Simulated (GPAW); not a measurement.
# Ballistic transport through an Al chain with one Si atom in line, from relaxation to T(E), part 2 of 2

Aim: the conductance of an Al chain with one Si atom in line after relaxation, and whether geometry, basis or functional moves it most.

GPAW 26.7.0; GPAW LCAO, PAW setups; relaxation of the junction within the symmetry of its start, lead ends held (the session's first sound run).

So far, transmission at the Fermi level (one spin): step 3 (double-zeta polarised basis) 1.50; step 4 (basis szp(dzp)) 1.47; step 5 (basis sz(dzp)) 1.55. Also open channels of the lead at the Fermi level (one spin): 2 in steps 3, 4 and 5.

### 6. LDA in the dzp basis: xc = "LDA"

Back in the dzp basis, the functional changes from PBE to LDA, to set the spread between functionals beside that between bases.

File run.py:

```python
import json
import numpy as np
from ase import Atoms
from ase.transport.calculators import TransportCalculator
from gpaw import GPAW, FermiDirac
from gpaw.lcao.tools import get_lcao_hamiltonian
from scipy.linalg import eigh

# The junction with lead layers at both ends, along the third cell vector
device = Atoms(
    ['Al', 'Al', 'Al', 'Al', 'Al', 'Al', 'Al', 'Si', 'Al', 'Al', 'Al', 'Al', 'Al', 'Al', 'Al'],
    positions=[
        [4.50000, 4.50000, 1.20000],
        [4.50000, 4.50000, 3.60000],
        [4.50000, 4.50000, 6.00000],
        [4.50000, 4.50000, 8.40000],
        [4.50000, 4.50000, 10.80000],
        [4.50000, 4.50000, 13.20000],
        [4.50000, 4.50000, 15.63350],
        [4.50000, 4.50000, 17.87390],
        [4.50000, 4.50000, 20.11430],
        [4.50000, 4.50000, 22.54780],
        [4.50000, 4.50000, 24.94780],
        [4.50000, 4.50000, 27.34780],
        [4.50000, 4.50000, 29.74780],
        [4.50000, 4.50000, 32.14780],
        [4.50000, 4.50000, 34.54780]],
    cell=[[9.0, 0.0, 0.0], [0.0, 9.0, 0.0], [0.0, 0.0, 35.7478]],
    pbc=True)

# One principal layer of the lead: the first 4 atoms of the device
lead = Atoms(
    ['Al', 'Al', 'Al', 'Al'],
    positions=[
        [4.50000, 4.50000, 1.20000],
        [4.50000, 4.50000, 3.60000],
        [4.50000, 4.50000, 6.00000],
        [4.50000, 4.50000, 8.40000]],
    cell=[[9.0, 0.0, 0.0], [0.0, 9.0, 0.0], [0.0, 0.0, 9.6]],
    pbc=True)

settings = dict(mode='lcao', basis='dzp', xc='LDA', h=0.2,
                occupations=FermiDirac(0.1), maxiter=250,
                mixer=dict(beta=0.1, nmaxold=8, weight=100.0),
                convergence=dict(density=0.0001))
energies = np.arange(-2, 2 + 1e-9, 0.025)
eta = 0.0001
n1, n2 = 1, 1
# k and -k transmit alike, so half of the mesh across the current serves
mesh = [(i, j) for i in range(n1) for j in range(n2) if (i, j) <= (-i % n1, -j % n2)]
weights = np.array([1 if (i, j) == (-i % n1, -j % n2) else 2 for i, j in mesh]) / (n1 * n2)


def ground_state(atoms, size, txt):
    atoms.calc = GPAW(kpts={'size': size, 'gamma': True}, symmetry={'tolerance': 1e-3}, txt=txt, **settings)
    atoms.get_potential_energy()
    return atoms.calc.get_fermi_level()


def blocks(atoms, fermi, points, nz, cells):
    """H - E_F S and S between cell 0 and the cells above it, at each point across the current."""
    kz = np.arange(nz) / nz
    calc = atoms.calc.fixed_density(kpts=[(*k, z) for k in points for z in kz], symmetry='off', txt=None)
    H, S = get_lcao_hamiltonian(calc)
    H = (H - fermi * S).reshape(len(H), len(points), nz, *S.shape[1:])
    S = S.reshape(H.shape[1:])
    phases = [np.exp(-2j * np.pi * kz * R) / nz for R in cells]
    return [(np.einsum('skzij,z->ksij', H, p), np.einsum('kzij,z->kij', S, p)) for p in phases]


def pair(a, b):
    return np.block([[a, b], [b.T.conj(), a]])


def count_channels(h, s, cells, nk=240):
    """Half the number of times that the lead's bands cross each energy, unfolded to its shortest repeat."""
    b = len(h) // cells
    bands = []
    for k in (np.arange(nk + 1) + 0.5) / nk:
        hk, sk = h[:b, :b].copy(), s[:b, :b].copy()
        for R in range(1, cells):
            phase, block = np.exp(2j * np.pi * k * R), slice(R * b, (R + 1) * b)
            hk += h[:b, block] * phase + (h[:b, block] * phase).T.conj()
            sk += s[:b, block] * phase + (s[:b, block] * phase).T.conj()
        w, u = eigh(sk)
        x = u[:, w > 1e-5] / w[w > 1e-5]**0.5  # drop near-dependent combinations
        bands.append(np.r_[eigh(x.T.conj() @ hk @ x, eigvals_only=True), [1e9] * (w <= 1e-5).sum()])
    below = np.array(bands)[:, :, None] < energies
    return (below[1:] != below[:-1]).sum((0, 1)) / 2


fermi_lead = ground_state(lead, (1, 1, 12), 'lead.txt')
fermi_device = ground_state(device, (1, 1, 2), 'device.txt')
T, channels, eigen, tail, misfit, shifts = [], [], [], 0.0, 0.0, []
for first in range(0, len(mesh), 493):
    points = [(i / n1, j / n2) for i, j in mesh[first:first + 493]]
    (H0k, S0k), (H1k, S1k), (H2k, _) = blocks(lead, fermi_lead, points, 5, range(3))
    [(Hk, Sk)] = blocks(device, fermi_device, points, 2, [0])
    tail = max(tail, abs(H2k).max())
    for H0, S0, H1, S1, H, S in zip(H0k, S0k, H1k, S1k, Hk, Sk):
        n = len(S0)
        # Shift the lead onto the potential of the device's first layer
        shift = ((H[:, 0, 0] - H0[:, 0, 0]) / S0[0, 0]).real.mean()
        shifts.append(shift)
        misfit = max(misfit, abs(H[:, :n, :n] - H0 - shift * S0).max())
        Tk, Ck, Ek = [], [], []
        for s in range(len(H)):
            t = s % len(H0)  # a lead without moments serves both spins
            h1, s1 = pair(H0[t] + shift * S0, H1[t] + shift * S1), pair(S0, S1)
            leads = dict(h1=h1, s1=s1, energies=energies, eta=eta, eta1=eta, eta2=eta)
            calc = TransportCalculator(h=H[s], s=S, eigenchannels=3, **leads)
            Tk.append(calc.get_transmission())
            Ek.append(np.sort(calc.eigenchannels_ne, axis=0)[::-1])
            Ck.append(count_channels(h1, s1, 8))
        T.append(Tk)
        channels.append(Ck)
        eigen.append(Ek)
T, channels = np.array(T), np.array(channels)
mean, open_channels = np.einsum('kse,k->se', T, weights), np.einsum('kse,k->se', channels, weights)

print(f'basis functions: device {len(S)}, principal layer {n}')
print(f'Fermi level: lead {fermi_lead:.4f} eV, device {fermi_device:.4f} eV; lead shifted by {np.mean(shifts):.4f} eV')
print(f'largest coupling past the next layer {tail:.2e} eV, largest misfit of the first layer {misfit:.3f} eV')
print('  E-E_F (eV)   ' + 'T (one spin)  channels')
for e, t, c in zip(energies, mean.T, open_channels.T):
    print(f'{e:10.3f}  ', *[f'{x:11.4e}' for x in t], *[f'{x:9.4f}' for x in c])

kT = 8.617333e-5 * 300
fine = np.linspace(energies[0], energies[-1], 4001)
both = np.exp(np.interp(fine, energies, np.log(np.maximum(mean.sum(0) * 2 / len(mean), 1e-30))))
fermi = lambda mu: 1 / (1 + np.exp(np.clip((fine - mu) / kT, -200, 200)))
slope = fermi(0) * (1 - fermi(0)) / kT
G = np.trapezoid(both * slope, fine) / 2
seebeck = -np.trapezoid(both * slope * fine, fine) / (2 * G * 300) * 1e6
print(f'conductance at 300 K: {G:.5g} G0 a cell; thermopower {seebeck:.4g} uV/K')
bias = [0.1, 0.2, 0.5, 1.0, 1.5, 2.0]
current = [38.74 * np.trapezoid(both * (fermi(V / 2) - fermi(-V / 2)), fine) for V in bias]
for V, I in zip(bias, current):
    print(f'current from the zero-bias T(E) at {V} V: {I:.5g} uA')
zero = abs(energies).argmin()
json.dump(dict(energies=energies.tolist(), T=mean.tolist(), channels=open_channels.tolist(), G=G, seebeck=seebeck,
               bias=bias, current=current, tail=tail, misfit=misfit, shift=np.mean(shifts), n_device=len(S), n_lead=n,
               fermi=[fermi_lead, fermi_device], energy=device.get_potential_energy(),
               moments=device.get_magnetic_moments().tolist(), mesh=mesh, weights=weights.tolist(),
               T_k=T[:, :, zero].tolist(), eigen=np.array(eigen[0]).tolist()), open('result.json', 'w'))
```

Started as:

```bash
$ OMP_NUM_THREADS=1 OPENBLAS_NUM_THREADS=1 python run.py
```

Run time: 57 s. Hardware: 1 thread of Arm Neoverse V1, shared host; peak memory 1.2 GiB.

Numbers from this step:

| Quantity | Value |
| --- | --- |
| conductance | 1.500 G₀ |
| thermopower | -1.706 μV/K |
| largest coupling past the next principal layer | 1.29e-15 eV |
| largest misfit of the first principal layer | 0.01370 eV |
| shift that aligns the lead | -0.001024 eV |
| basis functions of the junction | 195 |
| basis functions of a principal layer | 52 |
| transmission at the Fermi level (one spin) | 1.509 |

One spin. The transmission, zone mean by energy, zero at the Fermi level:

energy (eV), transmission, zone mean and a bar:
```
   -2.000       0.81 #########
   -1.900       0.78 ########
   -1.800       0.73 ########
   -1.700       0.67 #######
   -1.600       0.59 ######
   -1.500       0.47 #####
   -1.400       0.30 ###
   -1.300       0.03 
   -1.200       0.00 
   -1.100       0.00 
   -1.000       0.00 
   -0.900       0.00 
   -0.800       0.00 
   -0.700       0.00 
   -0.600       0.00 
   -0.500       0.00 
   -0.400       0.00 
   -0.300       0.84 #########
   -0.200       1.22 #############
   -0.100       1.43 ###############
    0.000       1.51 ################
    0.100       1.50 ################
    0.200       1.46 ###############
    0.300       1.42 ###############
    0.400       1.40 ###############
    0.500       1.40 ###############
    0.600       1.42 ###############
    0.700       1.45 ###############
    0.800       1.49 ################
    0.900       2.28 ########################
    1.000       2.50 ##########################
    1.100       2.59 ###########################
    1.200       2.65 ############################
    1.300       2.70 ############################
    1.400       2.73 #############################
    1.500       2.76 #############################
    1.600       2.79 #############################
    1.700       2.81 ##############################
    1.800       2.83 ##############################
    1.900       2.84 ##############################
    2.000       2.86 ##############################
```

The conductance, 1.50 G₀, lies 0.7 % above that of the dzp run.

### 7. Without the relaxation: geometry = "as built"

The dzp basis with PBE on the structure as first built shows what the relaxation was worth.

run.py, as its differences from that of step 6:

```diff
@@ -18,5 +18,5 @@
         [4.50000, 4.50000, 13.20000],
-        [4.50000, 4.50000, 15.63350],
+        [4.50000, 4.50000, 15.60000],
         [4.50000, 4.50000, 17.87390],
-        [4.50000, 4.50000, 20.11430],
+        [4.50000, 4.50000, 20.14780],
         [4.50000, 4.50000, 22.54780],
@@ -41,3 +41,3 @@
 
-settings = dict(mode='lcao', basis='dzp', xc='LDA', h=0.2,
+settings = dict(mode='lcao', basis='dzp', xc='PBE', h=0.2,
                 occupations=FermiDirac(0.1), maxiter=250,
```

Run time: 64 s. Hardware: 1 thread; peak memory 1.2 GiB.

Numbers from this step:

```
conductance                                    : 1.594 G₀
largest coupling past the next principal layer : 1.42e-15 eV
largest misfit of the first principal layer    : 0.01239 eV
shift that aligns the lead                     : -4.90e-4 eV
transmission at the Fermi level (one spin)     : 1.603
```

The conductance, 1.59 G₀, lies 7.1 % above that of the dzp run.

### 8. All levels side by side

Times are for 1 thread of Arm Neoverse V1, shared host. The runs compared:

```tsv
no.	run	conductance (G₀)	time	memory (GiB)
1	dzp	1.489	69 s	1.2
2	szp	1.456	52 s	1.1
3	sz	1.539	35 s	1.0
4	dzp LDA	1.500	57 s	1.2
5	asbuilt	1.594	64 s	1.2
```

### 9. The levels side by side

The curves are compared point by point over the common energies.

This step: comparison of transmission and cost over codes, levels and geometry (GPAW 26.7.0).

Ladder, by row:

```tsv
step	code	T at the Fermi level (sum over the listed spins)	conductance (G0)	r.m.s. T(E) from the first	wall time (s)	peak memory (GiB)	threads
dzp	GPAW	1.499	1.489	0	68.91	1.16	1
szp	GPAW	1.467	1.456	0.1792	51.86	1.14	1
sz	GPAW	1.547	1.539	0.3243	35.36	1.03	1
dzp-LDA	GPAW	1.509	1.5	0.1123	57.27	1.16	1
asbuilt	GPAW	1.603	1.594	0.06135	63.68	1.16	1
```

Table of transmission, zone mean, sum over the listed spins by energy, zero at the Fermi level:

```tsv
energy (eV)	dzp	szp	sz	dzp-LDA	asbuilt
-2.000	0.810	0.789	0.469	0.812	0.808
-1.800	0.724	0.680	0.156	0.730	0.721
-1.600	0.575	0.480	3.8e-10	0.588	0.574
-1.400	0.281	0.0358	1.6e-11	0.303	0.283
-1.200	1.3e-9	1.7e-10	3.1e-12	1.7e-9	1.3e-9
-1.000	3.5e-11	1.4e-11	1.2e-12	4.5e-11	3.5e-11
-0.800	7.1e-12	3.6e-12	7.0e-13	9.0e-12	7.2e-12
-0.600	1.2e-11	1.8e-12	3.3e-12	1.3e-11	2.9e-11
-0.400	4.9e-6	2.5e-9	0.241	4.0e-5	7.7e-6
-0.200	1.21	1.15	1.29	1.22	1.34
0.000	1.50	1.47	1.55	1.51	1.60
0.200	1.45	1.42	1.50	1.46	1.55
0.400	1.38	1.35	1.43	1.40	1.48
0.600	1.40	1.38	1.44	1.42	1.47
0.800	1.48	2.12	2.43	1.49	1.51
1.000	2.34	2.53	2.58	2.50	2.32
1.200	2.62	2.65	2.67	2.65	2.57
1.400	2.72	2.72	2.73	2.73	2.65
1.600	2.78	2.78	2.79	2.79	2.71
1.800	2.82	2.82	2.83	2.83	2.75
2.000	2.85	2.85	2.86	2.86	2.78
```

### 10. Other settings

One more run, with changed settings.

This step: GPAW LCAO, PAW setups; Landauer transmission from Green's functions with principal layers (ASE), zero bias (GPAW 26.7.0).

run.py, as its differences from that of step 7:

```diff
@@ -18,5 +18,5 @@
         [4.50000, 4.50000, 13.20000],
-        [4.50000, 4.50000, 15.60000],
+        [4.50000, 4.50000, 15.63350],
         [4.50000, 4.50000, 17.87390],
-        [4.50000, 4.50000, 20.14780],
+        [4.50000, 4.50000, 20.11430],
         [4.50000, 4.50000, 22.54780],
@@ -41,4 +41,4 @@
 
-settings = dict(mode='lcao', basis='dzp', xc='PBE', h=0.2,
-                occupations=FermiDirac(0.1), maxiter=250,
+settings = dict(mode='lcao', basis='cc-pVDZ', xc='PBE', h=0.2,
+                occupations=FermiDirac(0.1), maxiter=100,
                 mixer=dict(beta=0.1, nmaxold=8, weight=100.0),
```

Run time: 0.82 s. Hardware: 1 thread; peak memory 0.1 GiB.

The input was rejected at the start.

The program's message: “FileNotFoundError: Could not find required basis set file "Al.cc-pVDZ.basis".”

The change that led to it: basis = "cc-pVDZ".

### 11. Summary of results

```
conductance                                        : 1.49 G₀
transmission at the Fermi level, mean of the spins : 1.50
thermopower                                        : -1.59 μV/K
open channels of the lead there                    : 2
```

What this shows: In the dzp basis the junction conducts 1.49 G₀ at 300 K, with T = 1.50 a spin at the Fermi level; the sz basis reaches that conductance within 10 %. Relaxation moved atoms by up to 0.033 Å and took the conductance from 1.59 to 1.49 G₀, as a ratio a larger change than the step from dzp to the minimal basis. The scatterer reflects about 25 % of the incoming channels at the Fermi level. At the Fermi level two eigenchannels carry the current (0.75 and 0.75). Measured against the first run (dzp), the nearest curve is that of asbuilt (r.m.s. 0.061) and the farthest that of sz (0.32). Over the compared runs wall time goes from 35 s (sz) to 69 s (dzp), on a shared host. The leads kept an estimated spacing and the cell its length, so the junction may be under some tension or compression. The geometry comes from the orbital basis, which tends to overbind, and kept the symmetry of the start, so a structure of lower symmetry may lie lower. An evenly spaced straight chain is an idealisation: free chains tend to dimerise, zigzag or, where a band edge lies near the Fermi level, turn magnetic. The currents use the zero-bias T(E) throughout, which holds only while the bias is small against the distance to the nearest feature.

[Logs are printed without paths, hosts, clocks, repeated set-up lines and the standing remarks that a program may print on its own settings, such as how far it seeks lower states.]

[Hosts, paths, dates, database ids (printed as entryN), source tags and the programs' standing remarks are cut or masked in the printed files.]
